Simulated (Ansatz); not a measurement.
# Sensitivity of the G0W0 gap of BaZnPF (P4/nmm)

Aim: change settings of a G0W0 run on BaZnPF (P4/nmm) and see what moves.

Calculated with Ansatz 0.2.0; G0W0 on PBE, plane waves, PAW; PAW set soft_1.

**1. Set-up**

It takes space group P4/nmm (No. 129, tetragonal). Conventional cell: a = 4.156 Å, b = 4.156 Å, c = 9.457 Å, α = 90.00°, β = 90.00°, γ = 90.00°. Nearest to Ba lie 4 F at 2.62 Å and 4 P at 3.41 Å. Zn has 4 P at 2.51 Å nearest. Nearest to P lie 4 Zn at 2.51 Å and 4 Ba at 3.41 Å. F has 4 Ba at 2.62 Å nearest. Farther neighbours and most contacts between anions are not listed.

The cell and positions come from the Crystallography Open Database and are kept as given unless a step says otherwise. Spin-orbit coupling is left out unless a step names it.

**2. The base run: 4×4×2 mesh, 370 empty bands, screening to 100 eV, PAW set soft_1 files**

Now the one-shot GW correction: screening in the RPA, then the self-energy of the levels asked for. This step takes PAW set soft_1 files.

input.yaml

```yaml
crystal:
  lattice:
    - [4.15634, 0.0, 0.0]
    - [0.0, 4.15634, 0.0]
    - [0.0, 0.0, 9.45743]
  atoms:
    - { symbol: Ba, position: [0.5, 0.0, 0.33177] }
    - { symbol: Ba, position: [0.0, 0.5, 0.66823] }
    - { symbol: Zn, position: [0.5, 0.5, 0.0] }
    - { symbol: Zn, position: [0.0, 0.0, 0.0] }
    - { symbol: P, position: [0.0, 0.5, 0.1491] }
    - { symbol: P, position: [0.5, 0.0, 0.8509] }
    - { symbol: F, position: [0.5, 0.5, 0.5] }
    - { symbol: F, position: [0.0, 0.0, 0.5] }
kpoints:
  mp_grid: { grid: [4, 4, 2] }
hamiltonian:
  xc: pbe
  pseudopotentials: { kind: paw, azcp: { folder: soft_1 } }
scf:
  occupations: { method: fixed }
gw:
  n_empty_bands: 370
  ecut_chi: 100
  qp_bands: [v2, c2]
  qp_kpoints: band_edges
  screening: { model: contour_deformation }
```

On the command line:

```sh
> ansatz run input.yaml --threads 2 --pin off --max-ram 92160MiB --backend cuda --events-out ev --progress --plain --runs-dir out --devices 1 --max-vram 13GiB
```

Numbers of over 12 decimals in the logs are rounded to 6 here.

What it wrote:

```text
GPUs: using 1 of 1 available (devices: 1).
Engine: ansatz 0.2.0, x86_64-unknown-linux-gnu
Pseudopotentials: kind: paw
Pseudopotential: Ba, paw, valence charge 10, recommended cutoff 420 eV (normal), soft_1/Ba.paw.azcp
Pseudopotential: Zn, paw, valence charge 12, recommended cutoff 420 eV (normal), soft_1/Zn.paw.azcp
Pseudopotential: P, paw, valence charge 5, recommended cutoff 420 eV (normal), soft_1/P.paw.azcp
Pseudopotential: F, paw, valence charge 7, recommended cutoff 420 eV (normal), soft_1/F.paw.azcp
Functional definition: PBE
  parameter kappa = 0.804
  parameter beta = 0.066725
  exchange = pbe_x(kappa = kappa, mu = beta*pi^2/3)
  correlation = pbe_c(beta = beta)
device memory: the entry about to start is reckoned to put 1.4 GiB on a device that reports 40.8 GiB free (of which the cap on the GPU budget leaves the run 13.0 GiB)
GPU FFT provider: cuFFT
GPU libraries: cuBLAS 13.8.2, cuFFT 12.4.0, cuSOLVER 12.3.4
Crystal: 8 atoms, lattice volume = 163.379 Å³
Basis set: ecut = 420 eV, 3159 PW (Γ)
Bands: 42, of which v1, the nominal top of the filled ones, is band 34 counted from 1 (33 counted from 0)
Symmetry: 16 space group operations
Space group: P4/nmm (ITA 129), of the structure as read, at distance tolerance 5.5e-5 Å
k-points: 12 of 32
Non-local potential: Ba, projectors of the file, l = 0: 3, l = 1: 2, l = 2: 2, l = 3: 2
Non-local potential: Zn, projectors of the file, l = 0: 2, l = 1: 2, l = 2: 3, l = 3: 1
Non-local potential: P, projectors of the file, l = 0: 2, l = 1: 2, l = 2: 1
Non-local potential: F, projectors of the file, l = 0: 2, l = 1: 2, l = 2: 1
PAW form: soft (Blöchl's): semilocal exchange-correlation on the pseudo side does not see the compensation charge
PAW one-centre angular grid: Ba, 194 points (default); XC on 64 Gauss nodes
PAW one-centre angular grid: Zn, 590 points (default); XC on 64 Gauss nodes
PAW one-centre angular grid: P, 110 points (default); XC on 64 Gauss nodes
PAW one-centre angular grid: F, 110 points (default); XC on 64 Gauss nodes
Initial density: superposition of atomic densities (chi_scale 0.1, normalization cell, long waves 94 % of neutral atoms (reshape's long-wave potential 1.94 eV rms, cloud 3.22 Å wide))
Initial wavefunctions: pseudopotential atomic-orbital guess
GPU buffer pool allocated for 57600 grid points (all kernels)
GPU transforms: local potential and band sums: pruned to the plane-wave sphere, on 27×27×64
Functional: x = pbe(κ = 0.804, μ = 0.219515), c = pbe(β = 0.066725)
SCF iter   1: F=—  HF=-21730.007393 eV  |F-HF|=—  |Δ(HF+E_count)|=         —  Δρ=4.95e-1  dr2=1.13e3  ethr=3.10e-3  ⟨swp⟩=5.9  Hψ=2268  notcnv=0  defer=62
preconditioner: auto → Resta (q_TF=auto, 2.357 Å⁻¹)  ε∞=5.1  [insulator: Δε(μ)=0.047 eV  Ē_g=11.546 eV  n_scr=38 (ndim 8)  ℏωp=23.2 eV  f_vac=0.000  ε∞_Penn≈5.1]
[...]
E_band       = -39.176458
  E_kinetic    = 1147.524045
  E_local      = -6444.984110  (includes V_loc(G=0)·N_el)
  E_nonlocal   = 2063.862890
  E_hartree    = 2479.308278
  E_xc         = -855.529437
  E_vxc        = -681.095643  (∫ρ·V_xc dr)
  E_paw        = -15711.288806  (= ΣΔE_a)
  E_vpaw       = -1083.114505  (= ΣTr[D̂ρ^β])
  E_aug_tail   = 0.000847  (compensation charges beyond the density's cutoff)
  E_ewald      = -4354.056797
  E_smearing   = -0.000000  (= −TS)
  E_closure    = 0.000000  (closes the sum)
  Σ components = -21675.163090   (vs F -21675.163090, Δ=0.00e0)
--- Band table (eV; the first three rows and the last of 12) ---
  k-point 0: bands = [... 30 lower, 6.3017, 7.9497, 8.4923, 8.4923, 8.9169, 10.1166, 10.7925, 10.9150, ... 4 higher]
  k-point 1: bands = [... 30 lower, 6.3001, 7.6929, 8.4865, 8.4865, 9.0222, 10.2518, 10.3402, 11.4957, ... 4 higher]
  k-point 2: bands = [... 30 lower, 6.7118, 7.2571, 7.9723, 8.2658, 9.9655, 11.0607, 11.2548, 11.9465, ... 4 higher]
  k-point 11: bands = [... 30 lower, 6.0887, 6.0887, 6.1002, 6.1002, 11.1967, 11.1967, 11.7670, 11.7670, ... 4 higher]
--- G₀W₀: contour deformation, 8 samples at zero and on the imaginary axis and 2 off it, 32 q-points, 370 empty bands' worth ---
  eigenvalues of the whole cell's RPA ε∞ on this k-mesh (on a slab, of 1 + 4πα/V) = 4.5133, 10.0746, 10.0746; static W/v taken at q = 0 is 0.116345
  gw.qp_kpoints: band_edges: 8 of 12 stored k-points solved, in 1 pass; an edge of the gap read off the rows below is read off those points alone
    valence top: of the k-points left out ik 7 came nearest to being solved in a further pass, in band 34 (counted from 1, as in the quasiparticle table): it holds the edge there only if its correction is more favourable than any solved in that band by at least 0.808 eV; those differ by 0.064 eV
    conduction bottom: of the k-points left out ik 8 came nearest to being solved in a further pass, in band 36 (counted from 1, as in the quasiparticle table): it holds the edge there only if its correction is more favourable than any solved in that band by at least 2.076 eV; those differ by 0.204 eV
    ik  band        ε_KS         Σx   Σc(E_QP)       V_xc       Z   E_QP_lin       E_QP  E_QP is
     0    33      8.4923   -18.1331     1.5629   -16.0471  0.7544     7.9651     7.9692  root
     0    34      8.4923   -18.1331     1.5629   -16.0471  0.7544     7.9651     7.9692  root
     0    35      8.9169    -9.2376    -3.5128   -13.1019  0.7820     9.2699     9.2684  root
     0    36     10.1166    -8.7832    -3.5597   -12.5042  0.7853    10.2784    10.2780  root
     1    33      8.4865   -18.0946     1.5578   -16.0131  0.7544     7.9587     7.9628  root
     1    34      8.4865   -18.0946     1.5578   -16.0131  0.7544     7.9587     7.9628  root
     1    35      9.0222    -9.6648    -3.5008   -13.5411  0.7799     9.3994     9.3977  root
     1    36     10.2518    -8.3638    -3.6819   -12.2218  0.7845    10.4284    10.4279  root
[...]
11    33      6.1002   -15.6355     2.1792   -12.8748  0.7297     5.5076     5.5188  root
    11    34      6.1002   -15.6355     2.1792   -12.8748  0.7297     5.5076     5.5188  root
    11    35     11.1967    -8.4219    -3.7696   -12.4214  0.7817    11.4274    11.4266  root
    11    36     11.1967    -8.4219    -3.7696   -12.4214  0.7817    11.4274    11.4266  root
[key lines of the parts left out:]
SCF converged after 14 iterations
Free energy (F): -21675.163090 eV
Fermi energy:    8.492344 eV
```

It took 36 s on 1 × NVIDIA H100 80GB HBM3 (shared by 6 runs) with 2 threads of AMD EPYC 7R13 (Zen 3), shared host; peak memory 1.7 GiB; 59 s of CPU time.

This step gave:

| Quantity | Value |
| --- | --- |
| bands summed | 404 |
| RPA ε∞ on this mesh (eigenvalues) | 4.513, 10.07, 10.07 |
| plane waves in the screening matrix | 379 |
| q-points in the mesh | 32 |
| G0W0 gap on the mesh | 1.299 eV |
| k of the valence top | 0, 0, 0 |
| k of the conduction bottom | 0, 0, 0 |
| starting gap on the mesh | 0.4246 eV |
| Z at the valence top | 0.7544 |
| Z at the conduction bottom | 0.7820 |
| least direct G0W0 gap on the computed points | 1.299 eV |

The gap on the mesh goes from 0.42 eV to 1.30 eV, a correction of +0.87 eV. Between the two edge states, bare exchange in place of the xc potential would open the gap by 5.95 eV, and correlation takes back 5.08 eV.

**3. Variant: fewer bands**

input.yaml: that of step 2 with these lines changed.

```diff
@@ -22,3 +22,3 @@
 gw:
-  n_empty_bands: 370
+  n_empty_bands: 74
   ecut_chi: 100
```

What it wrote:

```text
GPUs: using 1 of 1 available (devices: 1).
[...]
GPU FFT provider: cuFFT
GPU libraries: cuBLAS 13.8.2, cuFFT 12.4.0, cuSOLVER 12.3.4
Crystal: 8 atoms, lattice volume = 163.379 Å³
Basis set: ecut = 420 eV, 3159 PW (Γ)
Bands: 42, of which v1, the nominal top of the filled ones, is band 34 counted from 1 (33 counted from 0)
[... 1 set-up line as in the run before ...]
[...]
k-points: 12 of 32
[...]
GPU buffer pool allocated for 57600 grid points (all kernels)
[...]
SCF iter   1: F=—  HF=-21730.007393 eV  |F-HF|=—  |Δ(HF+E_count)|=         —  Δρ=4.95e-1  dr2=1.13e3  ethr=3.10e-3  ⟨swp⟩=5.9  Hψ=2268  notcnv=0  defer=62
[...]
SCF iter  14: F=-21675.163090 eV  HF=-21675.163090 eV  |F-HF|=8.66e-8  |Δ(HF+E_count)|=   9.89e-8  Δρ=1.00e-5  dr2=8.89e-8  ethr=1.47e-10  ⟨swp⟩=15.9  Hψ=2832  notcnv=0
SCF 1 converged in 14 iterations: F = -21675.163090 eV  dr2 = 8.89e-8
[...]
NSCF: frozen V_eff on 12 k-points
[...]
G₀W₀ screening: q 1/12
[... further progress lines ...]
SCF converged after 14 iterations
Free energy (F): -21675.163090 eV
[...]
Internal energy: -21675.163090 eV  (E = F + TS)
E sigma→0 (E₀):  -21675.163090 eV
Fermi energy:    8.492344 eV
[...]
--- Band table (eV; the first three rows and the last of 12) ---
  k-point 0: bands = [... 30 lower, 6.3017, 7.9497, 8.4923, 8.4923, 8.9169, 10.1166, 10.7925, 10.9150, ... 4 higher]
  k-point 1: bands = [... 30 lower, 6.3001, 7.6929, 8.4865, 8.4865, 9.0222, 10.2518, 10.3402, 11.4957, ... 4 higher]
  k-point 2: bands = [... 30 lower, 6.7118, 7.2571, 7.9723, 8.2658, 9.9655, 11.0607, 11.2548, 11.9465, ... 4 higher]
  k-point 11: bands = [... 30 lower, 6.0887, 6.0887, 6.1002, 6.1002, 11.1967, 11.1967, 11.7670, 11.7670, ... 4 higher]
[...]
0    33      8.4923   -18.1331     2.0602   -16.0471  0.7559     8.4665     8.4665  root
     0    34      8.4923   -18.1331     2.0602   -16.0471  0.7559     8.4665     8.4665  root
     0    35      8.9169    -9.2376    -2.8928   -13.1019  0.7841     9.9021     9.8883  root
     0    36     10.1166    -8.7832    -3.0905   -12.5042  0.7869    10.7541    10.7472  root
     1    33      8.4865   -18.0946     2.0550   -16.0131  0.7559     8.4600     8.4600  root
     1    34      8.4865   -18.0946     2.0550   -16.0131  0.7559     8.4600     8.4600  root
     1    35      9.0222    -9.6648    -2.8712   -13.5411  0.7820    10.0423    10.0272  root
     1    36     10.2518    -8.3638    -3.1993   -12.2218  0.7863    10.9180    10.9104  root
[...]
11    33      6.1002   -15.6355     2.6398   -12.8748  0.7303     5.9790     5.9794  root
    11    34      6.1002   -15.6355     2.6398   -12.8748  0.7303     5.9790     5.9794  root
    11    35     11.1967    -8.4219    -3.2644   -12.4214  0.7841    11.9423    11.9318  root
    11    36     11.1967    -8.4219    -3.2644   -12.4214  0.7841    11.9423    11.9318  root
```

It took 20 s on 1 × NVIDIA H100 80GB HBM3 (shared by 6 runs) with 2 threads; peak memory 1.4 GiB; 29 s of CPU time.

Against the base:

| setting | base | variant |
| --- | --- | --- |
| empty bands | 370 | 74 |

| quantity | variant | base |
| --- | --- | --- |
| starting gap on the mesh | 0.425 | 0.425 |
| G0W0 gap on the mesh | 1.422 | 1.299 |
| least direct G0W0 gap on the computed points | 1.422 | 1.299 |
| Z at the valence top | 0.756 | 0.754 |
| Z at the conduction bottom | 0.784 | 0.782 |

**4. Results**

```yaml
base: 1.30 eV, 36 s
fewer_bands: 1.42 eV, 20 s
```

**Reading.** Fewer bands: the gap moves by +0.12 eV; such settings are too crude to quote. All runs here use a coarse mesh and modest cutoffs; they test settings and are not final values. The 4×4×2 mesh is coarse for this cell (its supercell is 17 Å along the shortest edge). The RPA ε∞ on it, from the PBE start, is 4.51 and 10.07; such meshes misread the long-range screening, most where the gap is narrow. A d shell, filled or nearly so, lies near the gap. One-shot GW converges very slowly in bands there, not always from below, and on a semilocal start the gap tends to come out low; starts rich in exact exchange can overshoot instead. The many-body steps are scalar-relativistic: spin-orbit coupling is not in them.

[Paths, hosts, dates, memory and timing lines, banners, echoed tables and standing remarks are left out of the program output.]

[Logs are printed without paths, hosts, clocks, repeated set-up lines and the standing remarks that a program may print on its own settings, such as how far it seeks lower states.]

[Runs of the session that timed out or met a known fault of the program may be left out.]

[Cells called generated may have been cut or substituted from an entry of the Crystallography Open Database or the Materials Project.]

[Hosts, paths, dates, database ids (printed as entryN), source tags and the programs' standing remarks are cut or masked in the printed files.]
